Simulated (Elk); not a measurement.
# Collinear magnetic orders of Mn3AlP with Elk

A self-consistent run ends on one state, which hangs on the start. Several orders of Mn3AlP are started in Elk and their energies compared.

Program: Elk 11.2.3 (patched build). Level of theory: PBE; all-electron APW+lo, Dirac cores, scalar-relativistic bands. Results are calculated unless marked as measured.

**1. The starting structure**

Symmetry: Pm-3m, No. 221, cubic system. Conventional cell: a = 3.992 Å, b = 3.992 Å, c = 3.992 Å, α = 90.00°, β = 90.00°, γ = 90.00°. Nearest to Al lie 12 Mn at 2.82 Å. Mn has 2 P at 2.00 Å and 8 Mn at 2.82 Å and 4 Al at 2.82 Å nearest. Nearest to P lie 6 Mn at 2.00 Å. invented: InCo3N (Pm-3m) with P for N, Mn for Co, Al for In. Farther neighbours are not listed.

As a file:

```cif
data_structure
_symmetry_space_group_name_H-M 'P 1'
_symmetry_Int_Tables_number 1
_cell_length_a 3.9923
_cell_length_b 3.9923
_cell_length_c 3.9923
_cell_angle_alpha 90.000
_cell_angle_beta 90.000
_cell_angle_gamma 90.000
_cell_volume 63.63
loop_
_atom_site_label
_atom_site_type_symbol
_atom_site_fract_x
_atom_site_fract_y
_atom_site_fract_z
_atom_site_occupancy
Al1 Al 0.00000 0.00000 0.00000 1
Mn2 Mn 0.50000 0.50000 0.00000 1
Mn3 Mn 0.50000 0.00000 0.50000 1
Mn4 Mn 0.00000 0.50000 0.50000 1
P5 P 0.50000 0.50000 0.50000 1
```

The cell is a made-up one and need not be a known phase.

The settings of this session are not all sound (see the inputs), so it shows what such settings give, not the properties of the crystal.

**2. Order 1, typed as ferro +++**

The parallel start comes first: it fits the smallest cell, keeps the most symmetry and shows whether parallel moments form.

The last three numbers of an atom's line are a seed field in its sphere. It points against the wanted moment and shrinks by the factor reducebf each loop.

The input, elk.in:

```
tasks
  0

xctype
  20

rgkmax
  7.0

nempty
  3

swidth
  0.012

reducebf
  0.5

epsengy
  1e-05

maxscl
  100

lmaxi
  3

spinpol
  .true.

sppath
  './'

avec
  7.54435927652 0.00000000000 0.00000000000
  0.00000000000 7.54435927652 0.00000000000
  0.00000000000 0.00000000000 7.54435927652

atoms
  3
  'Al.in'
  1
  0.0000000000 0.0000000000 0.0000000000   0.000000 0.000000 0.000000
  'Mn.in'
  3
  0.5000000000 0.5000000000 0.0000000000   0.000000 0.000000 -0.262500
  0.5000000000 0.0000000000 0.5000000000   0.000000 0.000000 -0.262500
  0.0000000000 0.5000000000 0.5000000000   0.000000 0.000000 -0.262500
  'P.in'
  1
  0.5000000000 0.5000000000 0.5000000000   0.000000 0.000000 0.000000

ngridk
  6 6 6
```

The run is started by

```
> OMP_NUM_THREADS=2 elk
```

The next run changes these lines of the input before it:

```diff
@@ -47,3 +47,3 @@
   0.5000000000 0.0000000000 0.5000000000   0.000000 0.000000 -0.262500
-  0.0000000000 0.5000000000 0.5000000000   0.000000 0.000000 -0.262500
+  0.0000000000 0.5000000000 0.5000000000   0.000000 0.000000 0.262500
   'P.in'
```

The input, elk.in:

```
tasks
  0

xctype
  20

rgkmax
  7.0

nempty
  3

swidth
  0.012

epsengy
  1e-05

maxscl
  100

lmaxi
  3

sppath
  './'

avec
  7.54435927652 0.00000000000 0.00000000000
  0.00000000000 7.54435927652 0.00000000000
  0.00000000000 0.00000000000 7.54435927652

atoms
  3
  'Al.in'
  1
  0.0000000000 0.0000000000 0.0000000000   0.000000 0.000000 0.000000
  'Mn.in'
  3
  0.5000000000 0.5000000000 0.0000000000   0.000000 0.000000 0.000000
  0.5000000000 0.0000000000 0.5000000000   0.000000 0.000000 0.000000
  0.0000000000 0.5000000000 0.5000000000   0.000000 0.000000 0.000000
  'P.in'
  1
  0.5000000000 0.5000000000 0.5000000000   0.000000 0.000000 0.000000

ngridk
  6 6 6
```

What does the calculation give for the largest site moment?

The site moments add up to 1.77 μB, near the cell's 1.92 μB; the rest lies between the atoms. Symmetry leaves 3 kinds of site among the 5 atoms, and equivalent atoms carry values of equal size. The lowest state found is ferromagnetic, reached from the start ferro +++, with moments up to 0.607 μB.

```
lowest state found                 : ferromagnetic (started as ferro +++)
largest site moment                : 0.607 μB
next state                         : non-magnetic, 5.21 meV a seeded atom higher
energy gained by spin polarisation : 5.21 meV a seeded atom
```

Spin polarisation gains little. Only 3 starts are shown; other collinear patterns, canted and longer-period orders are not. A linearisation energy was not found in some loops, which can move the energies.

[Logs and program files are shortened in this print: banners, set-up blocks, solver, clock and traceback lines can be left out without a mark of their own.]

[Logs are printed without paths, hosts, clocks, repeated set-up lines and the standing remarks that a program may print on its own settings, such as how far it seeks lower states.]

[Hosts, paths, dates, database ids (printed as entryN), source tags and the programs' standing remarks are cut or masked in the printed files.]

[Where a cell is said to come from a database of computed structures, the database is the Materials Project.]
